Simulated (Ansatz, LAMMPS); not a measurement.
# Structural relaxation of glassy 47SiO2-23SrO-30Li2O (mol %) (119 atoms), part 3 of 3

How does glassy 47SiO2-23SrO-30Li2O (mol %) (119 atoms) relax, and what do bonds, charges and levels look like afterwards?

Ansatz 0.2.0; Kohn-Sham DFT, PBE, PAW (set soft_2), plane waves.

The cell: 20 Si, 10 Sr, 26 Li and 63 O. The quench rate of 25 K/ps far exceeds what a furnace or splat quench reaches. The starting topology of bonds comes from the classical model. Sampling is at Γ alone, for a cell whose shortest periodic width is 11 Å.

So far, density (g/cm³): step 5 (structure statistics after relaxation) 2.91.

## Step 6: Single point at the relaxed geometry

One more single point at the end of the walk gives the fuller output and checks the residual forces.

Input file input.yaml:

```yaml
crystal:
  lattice:
    - [11.43824, 0.0, 0.0]
    - [0.0, 11.43824, 0.0]
    - [0.0, 0.0, 11.43824]
  atoms:
    - { symbol: Si, position: [0.65572, 0.79145, 0.84191] }
    - { symbol: Si, position: [0.79874, 0.38479, 0.55769] }
    - { symbol: Si, position: [0.87657, 0.25271, 0.7911] }
    - { symbol: Si, position: [0.1611, 0.75906, 0.3888] }
    - { symbol: Si, position: [0.42935, 0.12718, 0.53555] }
    - { symbol: Si, position: [0.91691, 0.90827, 0.09854] }
    - { symbol: Si, position: [0.59161, 0.0916, 0.31617] }
    - { symbol: Si, position: [0.45268, 0.47985, 0.88509] }
    - { symbol: Si, position: [0.06319, 0.20666, 0.22926] }
    - { symbol: Si, position: [0.31889, 0.25326, 0.92998] }
    - { symbol: Si, position: [0.23596, 0.40519, 0.3028] }
    - { symbol: Si, position: [0.74571, 0.53218, 0.23001] }
    - { symbol: Si, position: [0.91279, 0.63329, 0.05644] }
    - { symbol: Si, position: [0.10732, 0.8572, 0.73529] }
    - { symbol: Si, position: [0.43472, 0.70318, 0.37146] }
    - { symbol: Si, position: [0.00801, 0.08956, 0.61688] }
    - { symbol: Si, position: [0.30382, 0.38473, 0.57072] }
    - { symbol: Si, position: [0.14969, 0.63983, 0.16265] }
    - { symbol: Si, position: [0.741, 0.0269, 0.90931] }
    - { symbol: Si, position: [0.86943, 0.70426, 0.68808] }
    - { symbol: Sr, position: [0.36231, 0.96517, 0.81017] }
    - { symbol: Sr, position: [0.91406, 0.86431, 0.42661] }
    - { symbol: Sr, position: [0.59689, 0.26084, 0.80136] }
    - { symbol: Sr, position: [0.54622, 0.39413, 0.41977] }
    - { symbol: Sr, position: [0.39123, 0.66212, 0.64303] }
    - { symbol: Sr, position: [0.65849, 0.82366, 0.1904] }
    - { symbol: Sr, position: [0.82297, 0.29048, 0.09562] }
    - { symbol: Sr, position: [0.6246, 0.90503, 0.58159] }
    - { symbol: Sr, position: [0.41245, 0.71663, 0.99918] }
    - { symbol: Sr, position: [0.0758, 0.07554, 0.9304] }
    - { symbol: Li, position: [0.66443, 0.48274, 0.97748] }
    - { symbol: Li, position: [0.25922, 0.89179, 0.53027] }
    - { symbol: Li, position: [0.09896, 0.69553, 0.91085] }
    - { symbol: Li, position: [0.8148, 0.07675, 0.27849] }
    - { symbol: Li, position: [0.24257, 0.44446, 0.81764] }
    - { symbol: Li, position: [0.19561, 0.07536, 0.42929] }
    - { symbol: Li, position: [0.69257, 0.64893, 0.46705] }
    - { symbol: Li, position: [0.54073, 0.37609, 0.10655] }
    - { symbol: Li, position: [0.67744, 0.54691, 0.71132] }
    - { symbol: Li, position: [0.12704, 0.95983, 0.2447] }
    - { symbol: Li, position: [0.20001, 0.21609, 0.67682] }
    - { symbol: Li, position: [0.80383, 0.28687, 0.33884] }
    - { symbol: Li, position: [0.01892, 0.27786, 0.44495] }
    - { symbol: Li, position: [0.46217, 0.03432, 0.04978] }
    - { symbol: Li, position: [0.1946, 0.85703, 0.02948] }
    - { symbol: Li, position: [0.76543, 0.12268, 0.50152] }
    - { symbol: Li, position: [0.32293, 0.1863, 0.1908] }
    - { symbol: Li, position: [0.98973, 0.47784, 0.29194] }
    - { symbol: Li, position: [0.93507, 0.58438, 0.50589] }
    - { symbol: Li, position: [0.39511, 0.90379, 0.19138] }
    - { symbol: Li, position: [0.06541, 0.34768, 0.9894] }
    - { symbol: Li, position: [0.47813, 0.55287, 0.20712] }
    - { symbol: Li, position: [0.04947, 0.45506, 0.6241] }
    - { symbol: Li, position: [0.59242, 0.18167, 0.07342] }
    - { symbol: Li, position: [0.91768, 0.49615, 0.82802] }
    - { symbol: Li, position: [0.307, 0.43059, 0.08896] }
    - { symbol: O, position: [0.0957, 0.1612, 0.53425] }
    - { symbol: O, position: [0.73717, 0.27906, 0.4856] }
    - { symbol: O, position: [0.39561, 0.19338, 0.03386] }
    - { symbol: O, position: [0.12958, 0.89753, 0.41217] }
    - { symbol: O, position: [0.21619, 0.52757, 0.22366] }
    - { symbol: O, position: [0.45404, 0.75455, 0.23705] }
    - { symbol: O, position: [0.80687, 0.74669, 0.56548] }
    - { symbol: O, position: [0.13632, 0.86551, 0.87373] }
    - { symbol: O, position: [0.71007, 0.49701, 0.55409] }
    - { symbol: O, position: [0.58242, 0.49254, 0.82899] }
    - { symbol: O, position: [0.7976, 0.33384, 0.70166] }
    - { symbol: O, position: [0.08742, 0.99424, 0.69281] }
    - { symbol: O, position: [0.22511, 0.80928, 0.67145] }
    - { symbol: O, position: [0.68238, 0.011, 0.39668] }
    - { symbol: O, position: [0.85373, 0.99808, 0.99759] }
    - { symbol: O, position: [0.67575, 0.18362, 0.24221] }
    - { symbol: O, position: [0.61807, 0.47198, 0.21837] }
    - { symbol: O, position: [0.34657, 0.24467, 0.5641] }
    - { symbol: O, position: [0.85285, 0.92817, 0.22322] }
    - { symbol: O, position: [0.61823, 0.05792, 0.96795] }
    - { symbol: O, position: [0.10401, 0.34169, 0.28437] }
    - { symbol: O, position: [0.53625, 0.79767, 0.76034] }
    [... 35 atom lines left out ...]
    - { symbol: O, position: [0.30026, 0.74076, 0.43268] }
    - { symbol: O, position: [0.17042, 0.75634, 0.24349] }
    - { symbol: O, position: [0.88278, 0.77388, 0.05883] }
    - { symbol: O, position: [0.72516, 0.91996, 0.81411] }
    - { symbol: O, position: [0.51397, 0.01683, 0.22196] }
    - { symbol: O, position: [0.98527, 0.18376, 0.73012] }
kpoints:
  mp_grid: { grid: [1, 1, 1] }
hamiltonian:
  xc: pbe
scf:
  occupations: { method: fixed }
output:
  forces: true
  stress: true
  populations: true
  dos:
    method: { smearing: { sigma: 0.08 } }
    de: 0.1
    projected: { site_lists: { Li: [Li], O: [O], Si: [Si], Sr: [Sr] } }
  eigenvalues: true
  write_density: true
  write_potential: true
  volumetric_format: npy
  elf: true
```

Launch:

```bash
> ansatz run input.yaml --threads 4 --pin off --max-ram 8192MiB --backend cpu --events-out ev --progress --plain --runs-dir out
```

Numbers of over 12 decimals in the logs are rounded to 6 here.

Log:

```text
[...]
Crystal: 119 atoms, lattice volume = 1496.503 Å³
Basis set: ecut = 420 eV, 29279 PW (Γ), exchange–correlation on 160×160×160 points (8 copies of the dense FFT grid, shifted against one another)
Bands: 437, of which v1, the nominal top of the filled ones, is band 318 counted from 1 (317 counted from 0)
Symmetry: 1 space group operations
[...]
k-points: 1
[...]
SCF iter   1: F=—  HF=-89379.432823 eV  |F-HF|=—  |Δ(HF+E_count)|=         —  Δρ=1.82e-3  dr2=7.22e-2  ethr=1.77e-3  ⟨swp⟩=5.0  Hψ=1664  notcnv=0  defer=114
[...]
SCF iter   9: F=-89379.446369 eV  HF=-89379.446369 eV  |F-HF|=6.98e-9  |Δ(HF+E_count)|=   4.38e-7  Δρ=2.37e-6  dr2=8.23e-8  ethr=1.57e-11  ⟨swp⟩=24.0  Hψ=4375  notcnv=0
SCF 1 converged in 9 iterations: F = -89379.446369 eV  dr2 = 8.23e-8
[...]
SCF converged after 9 iterations
Free energy (F): -89379.446369 eV
[...]
Internal energy: -89379.446369 eV  (E = F + TS)
E sigma→0 (E₀):  -89379.446369 eV
Fermi energy:    4.629911 eV
[...]
--- Forces (eV/Å), atoms counted from 1 ---
  atom   1  Si     0.00628261    -0.00409744     0.00343070
  atom   2  Si    -0.00016167    -0.00490473     0.01644562
  atom   3  Si     0.00619734    -0.02004929    -0.00501355
  atom   4  Si    -0.00999713     0.00116459     0.00556984
  atom   5  Si     0.00121693    -0.01026712    -0.00077694
  atom   6  Si     0.00185963     0.01234812    -0.00673172
  atom   7  Si     0.00810892    -0.00468011    -0.00818266
  atom   8  Si    -0.00217817    -0.00029813    -0.00285888
  atom   9  Si    -0.00020262    -0.00792165     0.01129908
  atom  10  Si    -0.00439671     0.01260001    -0.00747741
  atom  11  Si    -0.00983167     0.00396136     0.00010739
  atom  12  Si    -0.00145703     0.00944221    -0.00198952
  atom  13  Si     0.00361540     0.00987850    -0.00648971
  atom  14  Si     0.00340911     0.00093923    -0.00505472
[...]
atom 118  O     -0.00559156    -0.00603491    -0.00166389
  atom 119  O      0.00223108     0.00939627     0.00970280
  max |Σ_I F_I| component: 9.79e-5 eV/Å
--- Stress (GPa, compression-positive) ---
       -1.256470       0.230898      -0.377132
        0.230897       0.366968       0.499766
       -0.377131       0.499764      -0.370745
  P = ⅓ Tr σ = -0.4201 GPa (-4.201 kbar)
--- Band table (eV) ---
[...]
--- Löwdin populations: 119 sites ---
  site symbol       q [e]
     0     Si      2.4131
     1     Si      2.4578
     2     Si      2.3949
[...]
118      O      6.8318
  spilling = 0.013071 (of n_electrons = 636.000000)
```

Wall time 28 s (4 threads of Arm Neoverse V2, shared host); peak memory 2.1 GiB.

Read from the output:

- free energy: -89379.4464 eV
- free energy per atom: -751.0878 eV/atom
- SCF cycles: 9
- pressure: -0.4201 GPa
- r.m.s. force component: 0.00499 eV/Å
- longest force: 0.02158 eV/Å
- Fermi energy: 4.63 eV
- gap (highest filled to lowest empty level): 3.506 eV
- spilling of the projection: 0.01307

Löwdin charges by element and coordination (they lack the spilled electrons, 0.070 e an atom on average):

| element | coordination | atoms | mean charge (e) | spread | least | most |
| --- | --- | --- | --- | --- | --- | --- |
| Li | all | 26 | 0.762 | 0.0218 | 0.717 | 0.799 |
| Li | 3 | 10 | 0.773 | 0.0164 | 0.745 | 0.799 |
| Li | 4 | 15 | 0.754 | 0.0222 | 0.717 | 0.782 |
| Li | 5 | 1 | 0.779 | 0 | 0.779 | 0.779 |
| O | all | 63 | -0.969 | 0.109 | -1.34 | -0.792 |
| O | 2 | 2 | -0.795 | 0.0024 | -0.797 | -0.792 |
| O | 3 | 22 | -0.896 | 0.081 | -1.01 | -0.808 |
| O | 4 | 30 | -0.995 | 0.0594 | -1.05 | -0.832 |
| O | 5 | 8 | -1.10 | 0.132 | -1.34 | -1.02 |
| O | 6 | 1 | -1.04 | 0 | -1.04 | -1.04 |
| Si | all | 20 | 1.58 | 0.0445 | 1.5 | 1.66 |
| Sr | all | 10 | 1.80 | 0.0159 | 1.77 | 1.83 |
| Sr | 5 | 1 | 1.80 | 0 | 1.80 | 1.80 |
| Sr | 6 | 7 | 1.79 | 0.0169 | 1.77 | 1.83 |
| Sr | 7 | 2 | 1.81 | 0.0052 | 1.80 | 1.81 |

Density of states as counts of states in windows of 1 eV (from the Fermi level), total and the larger projections:

| from (eV) | to (eV) | total | O p | Si p |
| --- | --- | --- | --- | --- |
| -10 | -9 | 4.2 | 2.8 | 0.3 |
| -9 | -8 | 9.3 | 6.2 | 0.7 |
| -8 | -7 | 13.0 | 9.1 | 1.5 |
| -7 | -6 | 11.5 | 8.5 | 1.9 |
| -6 | -5 | 21.0 | 15.4 | 2.0 |
| -5 | -4 | 54.6 | 43.1 | 6.0 |
| -4 | -3 | 63.5 | 54.9 | 3.6 |
| -3 | -2 | 81.9 | 75.2 | 1.8 |
| -2 | -1 | 86.2 | 82.0 | 1.0 |
| -1 | 0 | 31.3 | 29.9 | 0.2 |
| 0 | 1 | 1.3 | 1.2 | 0.0 |
| 1 | 3 | 0.0 | 0.0 | 0.0 |
| 3 | 4 | 2.0 | 0.0 | 0.0 |
| 4 | 5 | 7.4 | 0.6 | 0.4 |

The curve was stored every 0.10 eV, coarse against its broadening of 0.08 eV, so these counts are rough.

With fixed occupations the program's Fermi level is the highest filled level; weight inside the gap is the broadening of levels at its edges.

Between -26 and -10 eV lie 186 more states.

About 73 of the 636 electrons lie in deeper levels, below the stored range.

The levels nearest the highest filled one (over half full), pooled over k-points and spins:

| level less the highest filled one (eV) | occupation |
| --- | --- |
| -0.509 | 2 |
| -0.429 | 2 |
| -0.370 | 2 |
| -0.267 | 2 |
| -0.177 | 2 |
| 0 | 2 |
| 3.51 | 0 |
| 4.76 | 0 |
| 4.81 | 0 |
| 4.88 | 0 |
| 4.94 | 0 |
| 5.10 | 0 |

Electrostatic potential energy in the ab plane at fractional z = 0.090, with atoms of Si and Sr and Li and O within 0.2 Å of it. With pseudopotentials it is smooth inside the atoms' cores, unlike the true potential.

Ten even steps from '_' (-39 eV) to '@' (10 eV), each cell a mean:
```
++::::**@@@@@@@@@@@@@@@@@@@@%%%%@@@@@@@@@@@@@@@@@@@@@@##++--==##
::____==@@@@@@@@@@@@@@@@@@@@@@@@@@@@@@@@@@@@@@@@@@@@%%==______--
**++++%%@@%%%%%%@@@@@@@@@@@@@@@@@@@@@@@@%%%%%%@@@@@@%%==______--
@@@@@@@@@@%%##%%@@@@@@@@@@@@@@@@@@@@@@%%%%##%%%%@@@@%%##==--==##
@@@@@@@@@@@@%%@@@@@@@@@@@@@@@@@@@@@@@@%%%%%%%%%%@@@@@@++::==%%@@
@@@@@@@@@@@@@@@@@@@@@@%%%%##%%%%@@@@@@@@%%%%%%@@@@@@%%--..--%%@@
@@@@@@@@%%%%%%@@@@@@@@%%######%%@@@@@@@@@@@@@@@@@@@@@@##++**%%%%
%%@@%%%%##++==**@@@@@@%%######%%@@@@@@@@@@@@@@@@@@@@%%**--::--##
%%%%%%##**++++##@@@@@@@@%%%%%%@@@@@@@@@@@@@@@@@@@@%%%%++______++
%%@@@@%%####%%@@@@@@@@@@@@@@@@@@@@@@@@@@@@@@@@%%==..::++::..::**
@@@@@@@@%%%%@@@@@@@@@@@@@@@@@@@@@@@@@@@@@@@@@@##..____**######%%
@@@@@@@@@@@@@@@@@@%%%%@@@@@@##%%@@@@@@@@@@@@@@@@**==++@@@@@@@@@@
@@@@@@@@@@@@@@@@##++==##@@@@%%%%@@@@@@@@@@@@@@@@@@@@@@@@@@@@@@@@
@@@@@@@@@@@@@@%%**::::++%%@@@@@@######@@@@@@@@@@@@@@@@@@@@@@@@@@
@@@@@@@@@@@@@@@@%%++++##@@@@@@%%==--==%%@@@@@@@@%%######%%%%@@@@
@@@@@@@@@@@@@@@@@@@@@@@@@@@@@@%%++==++%%@@@@@@%%**::....++##%%@@
@@@@@@@@@@@@@@@@@@@@@@@@@@@@@@@@%%%%%%@@@@@@@@##::______..**%%@@
==--++@@@@@@@@@@@@@@@@@@@@@@@@@@@@@@%%@@@@@@@@##--______::##@@%%
____..##@@@@@@@@@@@@@@@@%%%%@@@@@@%%**++##@@@@%%##==--==**%%@@##
==--++@@@@@@@@@@@@@@@@@@####@@@@@@**--::++%%@@@@%%%%%%%%%%@@@@@@
@@@@@@@@@@@@@@@@@@@@@@@@@@@@@@@@@@%%****##@@@@@@@@@@@@@@@@@@@@@@
@@@@@@@@@@@@@@@@@@@@@@@@@@@@%%%%%%@@@@@@@@@@@@@@@@@@@@@@@@@@@@@@
@@@@@@@@@@@@@@@@@@@@@@@@@@%%**++##@@@@@@@@@@@@@@@@@@@@@@@@@@@@@@
@@@@@@@@@@@@@@@@@@@@@@@@@@%%**++%%@@@@@@@@@@@@@@@@@@@@@@%%%%%%@@
```
Columns run along a (11.4 Å; values clipped at the 3rd and 97th percentile), rows up along b (11.4 Å). Atoms in or near the plane, at fractional coordinates: Si at (0.92, 0.91), Sr at (0.82, 0.29), Li at (0.54, 0.38), Li at (0.59, 0.18), Li at (0.31, 0.43), O at (0.05, 0.94), O at (0.79, 0.56), O at (0.04, 0.22).

Valence density in the ab plane at fractional z = 0.090, with atoms of Si and Sr and Li and O within 0.2 Å of it. It is the smooth field of the valence electrons, not physical close to the nuclei.

Ten steps, logarithmic in the rise over the least value, from '0' (0.0 e/Å³) to '9' (6.8 e/Å³), each cell a mean:
```
78863100123332111000000001334334
89974200124543210000000001233235
67753111124443210001111001233234
33321111112322100012332111345543
11100111011111110012332112478753
10011222111123311012221112578852
11123555321234321001110001356642
32234676421233320000000012234433
44334665421111110000001245543244
54323443210011211000002578864345
33211121100123432100012689964333
11000011001134554211112467742111
00000000267334553211111233321000
00000001599622333431111111110000
00000011266311117973221123432100
11100011111000015763332356775311
44321000111111101122333467777422
78742000011233210012222367776435
99863100012455421256411245664236
78742000013566421389610012221125
34321000012344311155300000000012
11110000000112211111100000000000
11110000000002552111100001121111
34432000001112452111000001233222
```
Columns run along a (11.4 Å), rows up along b (11.4 Å). Atoms in or near the plane, at fractional coordinates: Si at (0.92, 0.91), Sr at (0.82, 0.29), Li at (0.54, 0.38), Li at (0.59, 0.18), Li at (0.31, 0.43), O at (0.05, 0.94), O at (0.79, 0.56), O at (0.04, 0.22).

Mean Löwdin charges: Li +0.76, O -0.97, Si +1.58, Sr +1.80 e (they miss 1.3 % of the electrons, so they add up to more than the cell's charge).

Local excerpt of 16 atoms (numbers count through the whole input) about O60, which has 5 bonded neighbours where the commonest count for O is 4; x, y, z are measured from there.

| atom | x | y | z | distance (Å) | bonds | Löwdin charge (e) |
| --- | --- | --- | --- | --- | --- | --- |
| O60 | 0.00 | 0.00 | 0.00 | 0.00 | 5 | -1.03 |
| Si4 | 0.36 | -1.58 | -0.27 | 1.65 | 4 | 1.57 |
| Li32 | 1.48 | -0.07 | 1.35 | 2.01 | 4 | 0.76 |
| Li40 | -0.03 | 0.71 | -1.92 | 2.04 | 4 | 0.77 |
| Li36 | 0.76 | 2.03 | 0.20 | 2.18 | 4 | 0.77 |
| Sr22 | -2.47 | -0.38 | 0.17 | 2.50 | 5 | 1.80 |
| O115 | 0.47 | -1.61 | -1.93 | 2.56 | 3 | -0.82 |
| O114 | 1.95 | -1.79 | 0.23 | 2.66 | 4 | -0.85 |
| O98 | -0.82 | -2.55 | 0.25 | 2.69 | 3 | -0.97 |
| O109 | 2.43 | 1.42 | 1.12 | 3.02 | 3 | -1.00 |
| O105 | 0.48 | 2.54 | -1.75 | 3.12 | 4 | -1.00 |
| O69 | 1.09 | -1.01 | 2.97 | 3.32 | 4 | -1.01 |
| O57 | -0.39 | 3.02 | 1.40 | 3.35 | 4 | -0.99 |
| O68 | -0.48 | 1.11 | 3.21 | 3.43 | 3 | -0.84 |
| Si16 | -1.39 | 2.20 | 2.34 | 3.50 | 4 | 1.59 |
| O104 | -2.74 | 1.58 | 1.71 | 3.59 | 3 | -1.00 |

The column of bonds counts only the pairs O-Li within 2.58 Å, O-Si within 2.12 Å, O-Sr within 3.08 Å; other neighbours, such as metal atoms beside each other in a compound, aren't counted, and periodic images can show an atom twice.

## Step 7: With scf.initial_density.chi_scale = 0.3

Changed here: scf.initial_density.chi_scale = 0.3.

Input file input.yaml:

```yaml
crystal:
  lattice:
    - [11.43824, 0.0, 0.0]
    - [0.0, 11.43824, 0.0]
    - [0.0, 0.0, 11.43824]
  atoms:
    [... the 119 atom lines of step 3 ...]
kpoints:
  mp_grid: { grid: [1, 1, 1] }
hamiltonian:
  xc: pbe
scf:
  occupations: { method: fixed }
  initial_density: { chi_scale: 0.3 }
output:
  forces: true
  stress: true
  populations: true
  dos:
    method: { smearing: { sigma: 0.15 } }
    de: 0.1
    projected: { site_lists: { Li: [Li], O: [O], Si: [Si], Sr: [Sr] } }
  eigenvalues: true
```

Log:

```text
[...]
Crystal: 119 atoms, lattice volume = 1496.503 Å³
Basis set: ecut = 420 eV, 29279 PW (Γ), exchange–correlation on 160×160×160 points (8 copies of the dense FFT grid, shifted against one another)
Bands: 437, of which v1, the nominal top of the filled ones, is band 318 counted from 1 (317 counted from 0)
Symmetry: 1 space group operations
[...]
k-points: 1
[...]
SCF iter   1: F=—  HF=-90915.592284 eV  |F-HF|=—  |Δ(HF+E_count)|=         —  Δρ=5.06e-1  dr2=2.07e4  ethr=3.10e-3  ⟨swp⟩=20.0  Hψ=3945  notcnv=0  defer=114
[...]
SCF iter  19: F=-89366.761898 eV  HF=-89366.761898 eV  |F-HF|=8.66e-9  |Δ(HF+E_count)|=   8.41e-8  Δρ=1.06e-6  dr2=2.06e-8  ethr=1.57e-11  ⟨swp⟩=24.0  Hψ=3479  notcnv=0
SCF 1 converged in 19 iterations: F = -89366.761898 eV  dr2 = 2.06e-8
[...]
SCF converged after 19 iterations
Free energy (F): -89366.761898 eV
[...]
Internal energy: -89366.761898 eV  (E = F + TS)
E sigma→0 (E₀):  -89366.761898 eV
Fermi energy:    5.189238 eV
[...]
--- Forces (eV/Å), atoms counted from 1 ---
  atom   1  Si     0.04804572     1.36794568     0.51202721
  atom   2  Si    -0.66431082    -2.85241443    -0.31849624
  atom   3  Si    -3.08737096     1.25438849     0.13793269
  atom   4  Si     1.44632077     0.98151921    -0.90340474
  atom   5  Si     1.68608778    -1.79133971     1.73292542
  atom   6  Si     1.01243295    -1.56499076    -0.36357134
  atom   7  Si     1.93712351     1.34917914     2.64124579
  atom   8  Si    -2.15304679    -1.09922963     0.64087074
  atom   9  Si     0.48199571    -0.74545551    -1.66226947
  atom  10  Si    -0.37988080     2.10846995    -1.42843830
  atom  11  Si    -0.72090718    -1.29419856     0.69728004
  atom  12  Si     0.99489505     0.78850805     0.19330898
  atom  13  Si    -2.00351364     0.61404275     1.66014996
  atom  14  Si    -1.35280410    -0.08279401    -3.99356394
[...]
atom 118  O     -2.92531204    -1.71834879    -3.30920482
  atom 119  O      3.29904388    -1.02104576    -1.25188246
  max |Σ_I F_I| component: 5.33e-5 eV/Å
--- Stress (GPa, compression-positive) ---
        2.945200       0.668702      -0.562080
        0.668703       4.555001       1.505137
       -0.562077       1.505139       4.345564
  P = ⅓ Tr σ = 3.9486 GPa (39.486 kbar)
--- Band table (eV) ---
[...]
--- Löwdin populations: 119 sites ---
  site symbol       q [e]
     0     Si      2.3746
     1     Si      2.4130
     2     Si      2.3373
[...]
118      O      6.8439
  spilling = 0.013458 (of n_electrons = 636.000000)
```

Run time: 59 s. Hardware: 4 threads; peak memory 2.1 GiB.

Geometry and reference: those of the single point at the start.

Forces differ from those of the single point at the start by 0.012 meV/Å r.m.s., 9.0e-4 % of their size. It took 2.1 times the reference's time (shared host, so rough).

## Step 8: Results

```json
{
  "energy change in the relaxation": "-106.6 meV/atom",
  "r.m.s. displacement": "0.393 Å",
  "largest displacement": "0.951 Å",
  "free energy per atom": "-751.0878 eV/atom",
  "pressure": "-0.4201 GPa",
  "r.m.s. force component": "0.00499 eV/Å",
  "gap (highest filled to lowest empty level)": "3.506 eV",
  "wall time of the 4 DFT runs": "7 min"
}
```

Relaxation lowers the energy by 107 meV/atom and moves atoms by 0.39 Å r.m.s.; the r.m.s. force component goes from 1.4 to 0.0050 eV/Å, the pressure goes from 3.9 to -0.42 GPa, and the gap from 2.80 to 3.51 eV. By the final cutoffs 15 of 235 bonded pairs parted and 16 joined. From the first step to the last the energy fell by 12.684 eV, and the largest move was 0.95 Å (Sr30). The O-Li bonds go from 2.078 Å (spread 0.150) to 2.009 Å (spread 0.153). By these cutoffs 58 % of Li atoms have 4, 48 % of O atoms have 4, all Si atoms have 4 and 70 % of Sr atoms have 6 bonded neighbours. 30 % of the oxygens bridge two formers (Si) and 67 % are non-bridging; 3 % join none. The highest filled and lowest empty levels differ by 3.51 eV (at Γ alone); a semilocal functional tends to put such gaps too low. In a disordered cell it changes from sample to sample, and tail or defect levels can set it.

**Limits.** The network of bonds at the start is that of the classical potential that made the cell; in DFT 15 of its 235 bonded pairs passed out of the cutoffs and 16 came within them.

[Logs are printed without paths, hosts, clocks, repeated set-up lines and the standing remarks that a program may print on its own settings, such as how far it seeks lower states.]

[Hosts, paths, dates, database ids (printed as entryN), source tags and the programs' standing remarks are cut or masked in the printed files.]
